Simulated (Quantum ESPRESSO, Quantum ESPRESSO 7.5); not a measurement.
# 1T-PtS2, 2 layers, AA stacking: a series in the field along the normal

Wanted: a table for 1T-PtS2, 2 layers, AA stacking against the field along the normal, and what can be fitted to it.

Program: Quantum ESPRESSO 7.5. Level of theory: plane-wave DFT, PBE, GBRV ultrasoft pseudopotentials (geometry by pw.x at PBE-D3(BJ), GBRV ultrasoft). Results are calculated unless marked as measured.

## Step 1: Set-up

The cell holds 6 atoms: 4 S and 2 Pt. Its edges and angles: a = 3.570 Å, b = 3.570 Å, c = 24.228 Å, α = 90.0°, β = 90.0°, γ = 120.0°. It derives from PtS2. Vacuum lies along c.

Structure file:

```cif
data_structure
_symmetry_space_group_name_H-M 'P 1'
_symmetry_Int_Tables_number 1
_cell_length_a 3.5700
_cell_length_b 3.5700
_cell_length_c 24.2282
_cell_angle_alpha 90.000
_cell_angle_beta 90.000
_cell_angle_gamma 120.000
_cell_volume 267.42
loop_
_atom_site_label
_atom_site_type_symbol
_atom_site_fract_x
_atom_site_fract_y
_atom_site_fract_z
_atom_site_occupancy
S1 S 0.66667 0.33333 0.35083 1
Pt2 Pt 0.00000 0.00000 0.39240 1
S3 S 0.33333 0.66667 0.43396 1
S4 S 0.66667 0.33333 0.56604 1
Pt5 Pt 0.00000 0.00000 0.60760 1
S6 S 0.33333 0.66667 0.64917 1
```

Set-up: Cell and atoms are relaxed without a field with a D3(BJ) correction and then held. Sawtooth field with dipole correction, 17 Å of vacuum in the starting cell, Fermi-Dirac smearing of 0.002 Ry; bands along a path at each field.

Members -0.05, 0.1, -0.1, 0.2, -0.2, 0.3 and -0.3 took the same steps and show in the table alone.

## Step 2: Variable-cell relaxation of the reference

What the set-up leaves free in this member is relaxed.

File ref.relax.in:

```
&control
  prefix = 'ref.relax'
  outdir = './out'
  pseudo_dir = './pseudo'
  nstep = 80
  forc_conv_thr = 0.0004
  calculation = 'vc-relax'
  etot_conv_thr = 1e-06
/
&system
  ibrav = 0
  nat = 6
  ntyp = 2
  ecutwfc = 50
  ecutrho = 250
  vdw_corr = 'grimme-d3'
  dftd3_version = 4
  occupations = 'smearing'
  smearing = 'fd'
  degauss = 0.004
/
&electrons
  conv_thr = 1e-09
  mixing_beta = 0.4
  electron_maxstep = 120
  mixing_mode = 'plain'
/
&ions
/
&cell
  cell_dofree = '2Dxy'
  press_conv_thr = 0.3
/
ATOMIC_SPECIES
  S   32.0600  s_pbe_v1.4.uspp.F.UPF
  Pt  195.0840  pt_pbe_v1.4.uspp.F.UPF
CELL_PARAMETERS angstrom
  3.57000000000000 0.00000000000000 0.00000000000000
  -1.78500000000000 3.09171069151045 0.00000000000000
  0.00000000000000 0.00000000000000 24.22817278676077
ATOMIC_POSITIONS crystal
  S   0.666666666700 0.333333333300 0.350831244057
  Pt  0.000000000000 0.000000000000 0.392396210823
  S   0.333333333300 0.666666666700 0.433961177589
  S   0.666666666700 0.333333333300 0.566038822411
  Pt  0.000000000000 0.000000000000 0.607603789177
  S   0.333333333300 0.666666666700 0.649168755943
K_POINTS automatic
  12 12 1 0 0 0
```

Run with:

```bash
> OMP_NUM_THREADS=1 mpirun -n 4 pw.x -nk 4 -in ref.relax.in > ref.relax.out
```

Output:

```text
Program PWSCF v.7.5 starts
[citation notice left out]

     Parallel version (MPI & OpenMP), running on       4 processor cores
     Number of MPI processes:                 4
     Threads/MPI process:                     1

     MPI processes distributed on     1 nodes
[...]
Current dimensions of program PWSCF are:
     Max number of different atomic species (ntypx) = 10
     Max number of k-points (npk) =  40000
     Max angular momentum in pseudopotentials (lmaxx) =  4
     Message from routine setup:
     using ibrav=0 with symmetry is DISCOURAGED, use correct ibrav instead

     K-points division:     npool     =       4
     Subspace diagonalization in iterative solution of the eigenvalue problem:
     a serial algorithm will be used

     G-vector sticks info
     --------------------
     sticks:   dense  smooth     PW     G-vecs:    dense   smooth      PW
     Sum         769     637    187               120147    86211   13919

     Using Slab Decomposition

     bravais-lattice index     =            0
     lattice parameter (alat)  =       6.7463  a.u.
     unit-cell volume          =    1804.6140 (a.u.)^3
     number of atoms/cell      =            6
     number of atomic types    =            2
     number of electrons       =        56.00
     number of Kohn-Sham states=           34
     kinetic-energy cutoff     =      50.0000  Ry
     charge density cutoff     =     250.0000  Ry
     scf convergence threshold =      1.0E-09
     mixing beta               =       0.4000
     number of iterations used =            8  plain     mixing
     energy convergence thresh.=      1.0E-06
     force convergence thresh. =      4.0E-04
     press convergence thresh. =      3.0E-01
     Exchange-correlation=  SLA  PW   PBX  PBC
                           (   1   4   3   4   0   0   0)
     nstep                     =           80

     celldm(1)=   6.746322  celldm(2)=   0.000000  celldm(3)=   0.000000
     celldm(4)=   0.000000  celldm(5)=   0.000000  celldm(6)=   0.000000

     crystal axes: (cart. coord. in units of alat)
               a(1) = (   1.000000   0.000000   0.000000 )
               a(2) = (  -0.500000   0.866025   0.000000 )
               a(3) = (   0.000000   0.000000   6.786603 )

     reciprocal axes: (cart. coord. in units 2 pi/alat)
               b(1) = (  1.000000  0.577350 -0.000000 )
               b(2) = (  0.000000  1.154701  0.000000 )
               b(3) = (  0.000000 -0.000000  0.147349 )

     PseudoPot. # 1 for S  read from file:
     ./pseudo/s_pbe_v1.4.uspp.F.UPF
     Pseudo is Ultrasoft + core correction, Zval =  6.0
     Generated by new atomic code, or converted to UPF format
     Using radial grid of  907 points,  6 beta functions with:
                l(1) =   0
                l(2) =   0
                l(3) =   1
                l(4) =   1
                l(5) =   2
                l(6) =   2
     Q(r) pseudized with  8 coefficients,  rinner =    1.300   1.300   1.300
                                                       1.300   1.300

     PseudoPot. # 2 for Pt read from file:
     ./pseudo/pt_pbe_v1.4.uspp.F.UPF
     Pseudo is Ultrasoft + core correction, Zval = 16.0
     Generated by new atomic code, or converted to UPF format
     Using radial grid of  985 points,  6 beta functions with:
                l(1) =   0
                l(2) =   0
                l(3) =   1
                l(4) =   1
                l(5) =   2
                l(6) =   2
     Q(r) pseudized with  8 coefficients,  rinner =    1.300   1.300   1.300
                                                       1.300   1.300

     atomic species   valence    mass     pseudopotential
     S                 6.00    32.06000     S ( 1.00)
     Pt               16.00   195.08400     Pt( 1.00)

     12 Sym. Ops., with inversion, found

   Cartesian axes

     site n.     atom                  positions (alat units)
         1        S      tau(   1) = (   0.5000000   0.2886751   2.3809524  )
         2        Pt     tau(   2) = (   0.0000000   0.0000000   2.6630373  )
         3        S      tau(   3) = (  -0.0000000   0.5773503   2.9451222  )
         4        S      tau(   4) = (   0.5000000   0.2886751   3.8414808  )
         5        Pt     tau(   5) = (   0.0000000   0.0000000   4.1235657  )
         6        S      tau(   6) = (  -0.0000000   0.5773503   4.4056506  )

     --------------------------------------------
     DFT-D3 Dispersion Correction (3-body terms):
     --------------------------------------------
       Reference C6 values for interpolation:

         atom   Coordination number   C6
         S          0.000           268.01
         S          0.995           261.99
         S          1.990           251.62
         Pt         0.000           782.29
         Pt         1.919           692.72
         Pt         6.667           673.75

       Values used:

         atom   Coordination number  R0_AB[au]  C6      C8
         S          3.969            3.128    251.62  12327.25
         Pt         6.343            3.168    673.75  70061.90
         S          4.008            3.128    251.62  12327.25
         S          4.008            3.128    251.62  12327.25
         Pt         6.343            3.168    673.75  70061.90
         S          3.969            3.128    251.62  12327.25

         Molecular C6 ( Ry / a.u.^6 ) =     13291.14

     number of k points=    19  Fermi-Dirac smearing, width (Ry)=  0.0040
                       cart. coord. in units 2pi/alat
        k(    1) = (   0.0000000   0.0000000   0.0000000), wk =   0.0138889
        k(    2) = (   0.0000000   0.0962250   0.0000000), wk =   0.0833333
        k(    3) = (   0.0000000   0.1924501   0.0000000), wk =   0.0833333
        k(    4) = (   0.0000000   0.2886751   0.0000000), wk =   0.0833333
        k(    5) = (   0.0000000   0.3849002   0.0000000), wk =   0.0833333
        k(    6) = (   0.0000000   0.4811252   0.0000000), wk =   0.0833333
        k(    7) = (   0.0000000  -0.5773503   0.0000000), wk =   0.0416667
        k(    8) = (   0.0833333   0.1443376   0.0000000), wk =   0.0833333
        k(    9) = (   0.0833333   0.2405626   0.0000000), wk =   0.1666667
        k(   10) = (   0.0833333   0.3367877   0.0000000), wk =   0.1666667
[...]
k(   19) = (   0.3333333   0.5773503   0.0000000), wk =   0.0277778

     Dense  grid:   120147 G-vectors     FFT dimensions: (  36,  36, 240)

     Smooth grid:    86211 G-vectors     FFT dimensions: (  32,  32, 216)

     Estimated max dynamical RAM per process >     223.90 MB

[...]
hartree contribution      =    1459.17696482 Ry
     xc contribution           =    -147.43927918 Ry
     ewald contribution        =    1069.08901994 Ry
     DFT-D3 Dispersion         =      -0.13578559 Ry

     convergence has been achieved in  11 iterations

     negative rho (up, down):  3.525E-01 0.000E+00

     Forces acting on atoms (cartesian axes, Ry/au):

     atom    1 type  1   force =     0.00000000    0.00000000   -0.02017086
     atom    2 type  2   force =     0.00000000   -0.00000000    0.00240749
     atom    3 type  1   force =     0.00000000   -0.00000000    0.02372404
     atom    4 type  1   force =    -0.00000000    0.00000000   -0.02372404
     atom    5 type  2   force =    -0.00000000   -0.00000000   -0.00240749
     atom    6 type  1   force =     0.00000000    0.00000000    0.02017086

     Total force =     0.044170     Total SCF correction =     0.000062

     Computing stress (Cartesian axis) and pressure

     negative rho (up, down):  3.525E-01 0.000E+00
          total   stress  (Ry/bohr**3)                   (kbar)     P=       -5.06
  -0.00008522   0.00000000  -0.00000000          -12.54        0.00       -0.00
   0.00000000  -0.00008522  -0.00000000            0.00      -12.54       -0.00
  -0.00000000  -0.00000000   0.00006715           -0.00       -0.00        9.88

     Energy error            =      2.3E-02 Ry
     Gradient error          =      2.4E-02 Ry/Bohr
     Cell gradient error     =      1.3E+01 kbar

     number of scf cycles    =   3
     number of bfgs steps    =   2

     enthalpy           old  =    -518.0500435203 Ry
     enthalpy           new  =    -518.0725476368 Ry

     CASE: enthalpy          _new < enthalpy          _old

     new trust radius        =       0.0574504571 bohr
     new conv_thr            =       0.0000000006 Ry

     new unit-cell volume =   1880.18821 a.u.^3 (   278.61515 Ang^3 )
     density =      3.08970 g/cm^3

CELL_PARAMETERS (angstrom)
   3.643986132   0.000000000   0.000000000
  -1.821993066   3.155784561   0.000000000
   0.000000000   0.000000000  24.228172787

ATOMIC_POSITIONS (crystal)
S                0.6666666667        0.3333333333        0.3444057991
Pt              -0.0000000000       -0.0000000000        0.3927641181
S                0.3333333333        0.6666666667        0.4406459802
S                0.6666666667        0.3333333333        0.5593540198
Pt              -0.0000000000       -0.0000000000        0.6072358819
S                0.3333333333        0.6666666667        0.6555942009

[...]
NEW-OLD atomic charge density approx. for the potential
     New effective cutoffs (rho, wfc):  249.19   49.94

     negative rho (up, down):  3.535E-01 0.000E+00

     total cpu time spent up to now is      175.1 secs

     per-process dynamical memory:   133.5 Mb

[...]
!    total energy              =    -518.07632577 Ry
[...]
Total force =     0.018584     Total SCF correction =     0.000121
[...]
number of bfgs steps    =   3
[...]
new trust radius        =       0.0716785516 bohr
[...]
!    total energy              =    -518.08017591 Ry
[...]
Total force =     0.006373     Total SCF correction =     0.000019
[...]
number of bfgs steps    =   4
[...]
new trust radius        =       0.0907544710 bohr
[...]
!    total energy              =    -518.08370908 Ry
[...]
Total force =     0.017642     Total SCF correction =     0.000007
[...]
number of bfgs steps    =   5
[...]
new trust radius        =       0.0764703704 bohr
[...]
!    total energy              =    -518.08696986 Ry
[...]
Total force =     0.009139     Total SCF correction =     0.000051
[...]
number of bfgs steps    =  18
[...]
new trust radius        =       0.0068706761 bohr
[...]
Self-consistent Calculation

     iteration #  1     ecut=    50.00 Ry     beta= 0.40
     Davidson diagonalization with overlap
     ethr =  1.00E-06,  avg # of iterations =  3.2

     Threshold (ethr) on eigenvalues was too large:
     Diagonalizing with lowered threshold

     Davidson diagonalization with overlap
     ethr =  2.39E-08,  avg # of iterations =  5.0

     negative rho (up, down):  3.579E-01 0.000E+00

     total cpu time spent up to now is      988.1 secs

     total energy              =    -518.08703608 Ry
     estimated scf accuracy    <       0.00001233 Ry

[...]
iteration #  9     ecut=    50.00 Ry     beta= 0.40
[...]
negative rho (up, down):  3.579E-01 0.000E+00

[...]
End of self-consistent calculation

          k = 0.0000 0.0000 0.0000 ( 10813 PWs)   bands (ev):

   -52.5401 -52.5401 -52.5401 -52.5401 -52.4345 -52.4344 -14.0348 -13.6877
   -11.8151 -11.2351  -5.4365  -5.3645  -5.3645  -5.3381  -5.3381  -4.4885
    -2.6144  -2.6144  -2.5920  -2.5920  -1.0978  -0.4679  -0.4660  -0.1606
    -0.1606   0.0494   0.0494   0.8722   3.2832   3.2832   3.7189   3.7189
     5.7269   5.7795

          k =-0.0000 0.0963 0.0000 ( 10813 PWs)   bands (ev):

   -52.5415 -52.5415 -52.5405 -52.5405 -52.4343 -52.4342 -13.9479 -13.6009
   -11.8213 -11.2733  -5.5007  -5.3346  -5.3118  -5.2802  -5.2046  -4.4055
    -2.7639  -2.7176  -2.6978  -2.6593  -1.0766  -0.9174  -0.6845  -0.1153
    -0.0342   0.0926   0.1610   1.0973   2.8955   3.1484   3.2997   3.6214
     5.9434   6.0038

          k =-0.0000 0.1927 0.0000 ( 10819 PWs)   bands (ev):

   -52.5452 -52.5452 -52.5414 -52.5414 -52.4338 -52.4338 -13.6972 -13.3519
   -11.8387 -11.3770  -5.5454  -5.2321  -5.1699  -5.1241  -4.9228  -4.2169
    -3.2451  -3.1233  -2.8652  -2.7979  -1.5176  -1.4189  -0.4672  -0.0999
     0.0456   0.1235   0.2176   0.9915   2.4706   2.5765   2.9073   3.4276
     6.3324   6.4400

          k =-0.0000 0.2890 0.0000 ( 10825 PWs)   bands (ev):

   -52.5503 -52.5503 -52.5427 -52.5427 -52.4331 -52.4331 -13.3162 -12.9792
   -11.8617 -11.5169  -5.5254  -5.0894  -4.9932  -4.9255  -4.5438  -4.3073
    -3.8518  -3.4995  -2.9607  -2.8689  -1.8262  -1.6966  -0.3461  -0.3055
    -0.3045  -0.0536   0.0409   0.5812   1.9558   2.7162   2.7947   3.3424
     6.3349   6.7686

          k =-0.0000 0.3854 0.0000 ( 10787 PWs)   bands (ev):

   -52.5554 -52.5554 -52.5440 -52.5440 -52.4325 -52.4325 -12.8736 -12.5623
   -11.8767 -11.6528  -5.6311  -5.2728  -4.8620  -4.7686  -4.7504  -4.2465
    -3.8860  -3.3166  -2.8498  -2.7393  -1.9812  -1.7497  -1.1315  -0.7572
    -0.7136  -0.5048  -0.4616   0.3092   2.1684   2.8428   2.9633   3.4203
     6.1371   6.3089

          k =-0.0000 0.4817 0.0000 ( 10753 PWs)   bands (ev):

   -52.5591 -52.5591 -52.5450 -52.5450 -52.4320 -52.4320 -12.4905 -12.2441
   -11.8667 -11.7341  -6.0586  -5.8169  -4.8104  -4.6980  -4.5564  -3.8947
    -3.5808  -3.1525  -2.4926  -2.3641  -2.0570  -1.7391  -1.5363  -1.4174
    -1.3450  -1.1163  -0.9563  -0.1535   2.6432   2.9339   3.1983   3.5442
     5.9950   6.2061

[...]
the Fermi energy is     1.5430 ev

!    total energy              =    -518.08704089 Ry
     estimated scf accuracy    <          2.3E-11 Ry
     smearing contrib. (-TS)   =      -0.00000534 Ry
     internal energy E=F+TS    =    -518.08703555 Ry

     The total energy is F=E-TS. E is the sum of the following terms:
     one-electron contribution =   -3218.67461366 Ry
     hartree contribution      =    1619.74986571 Ry
     xc contribution           =    -147.50826859 Ry
     ewald contribution        =    1228.49449254 Ry
     DFT-D3 Dispersion         =      -0.14851155 Ry

     convergence has been achieved in   9 iterations

     negative rho (up, down):  3.579E-01 0.000E+00

     Forces acting on atoms (cartesian axes, Ry/au):
```

The job ended after 21 min (4 MPI ranks of Arm Neoverse V1, shared host; peak memory 0.99 GiB; 85 min of CPU time).

Step by step (22 of 25):

```tsv
step	energy less that of the first step (eV)	largest force (eV/Å)	volume (Å³)
1	0.0000	3.0943	267.42
2	-0.8263	1.6987	274.73
3	-1.1325	0.6100	279.10
4	-1.1839	0.2773	278.62
6	-1.2844	0.2545	269.74
7	-1.3075	0.1741	264.93
8	-1.3113	0.0571	263.80
9	-1.3116	0.0304	263.95
10	-1.3118	0.0411	264.07
11	-1.3120	0.0501	264.17
12	-1.3125	0.0596	264.29
14	-1.3142	0.0822	264.61
15	-1.3159	0.0957	264.85
16	-1.3182	0.1103	265.17
17	-1.3215	0.1240	265.60
18	-1.3256	0.1325	266.17
19	-1.3288	0.1178	266.92
20	-1.3297	0.0918	266.77
22	-1.3314	0.0166	266.09
23	-1.3314	0.0005	265.95
24	-1.3314	0.0002	265.95
25	-1.3313	0.0001	265.95
```

```tsv
cell as run	before	after	change
a (Å)	3.570	3.560	-0.3 %
b (Å)	3.570	3.560	-0.3 %
```

The atoms that moved most (Å, along periodic axes as changes of fractional coordinates times the final cell, across vacuum about the mean position):

```tsv
atom	dx	dy	dz	length
S3	0.000	0.000	0.416	0.416
S4	0.000	0.000	-0.416	0.416
Pt5	0.000	0.000	-0.213	0.213
Pt2	0.000	0.000	0.213	0.213
S1	0.000	0.000	-0.020	0.020
S6	0.000	0.000	0.020	0.020
```

Final coordinates:

```cif
data_structure
_symmetry_space_group_name_H-M 'P 1'
_symmetry_Int_Tables_number 1
_cell_length_a 3.5602
_cell_length_b 3.5602
_cell_length_c 24.2282
_cell_angle_alpha 90.000
_cell_angle_beta 90.000
_cell_angle_gamma 120.000
_cell_volume 265.95
loop_
_atom_site_label
_atom_site_type_symbol
_atom_site_fract_x
_atom_site_fract_y
_atom_site_fract_z
_atom_site_occupancy
S1 S 0.66667 0.33333 0.35000 1
Pt2 Pt 0.00000 0.00000 0.40119 1
S3 S 0.33333 0.66667 0.45114 1
S4 S 0.66667 0.33333 0.54886 1
Pt5 Pt 0.00000 0.00000 0.59881 1
S6 S 0.33333 0.66667 0.65000 1
```

 The last row is no step: it is a fresh SCF in the final cell with a new plane-wave basis, +0 meV from the row before.

This step gave:

```
free energy  : -7048.9349 eV
Fermi energy : 1.562 eV
```

(Part 1 of 4 ends here.)

[Logs are printed without paths, hosts, clocks, repeated set-up lines and the standing remarks that a program may print on its own settings, such as how far it seeks lower states.]

[Hosts, paths, dates, database ids (printed as entryN), source tags and the programs' standing remarks are cut or masked in the printed files.]

[Maps of the electrostatic potential energy from Ansatz leave out the sawtooth potential of an applied field or a dipole correction, so their vacuum need not be flat; planar profiles and work functions include it.]
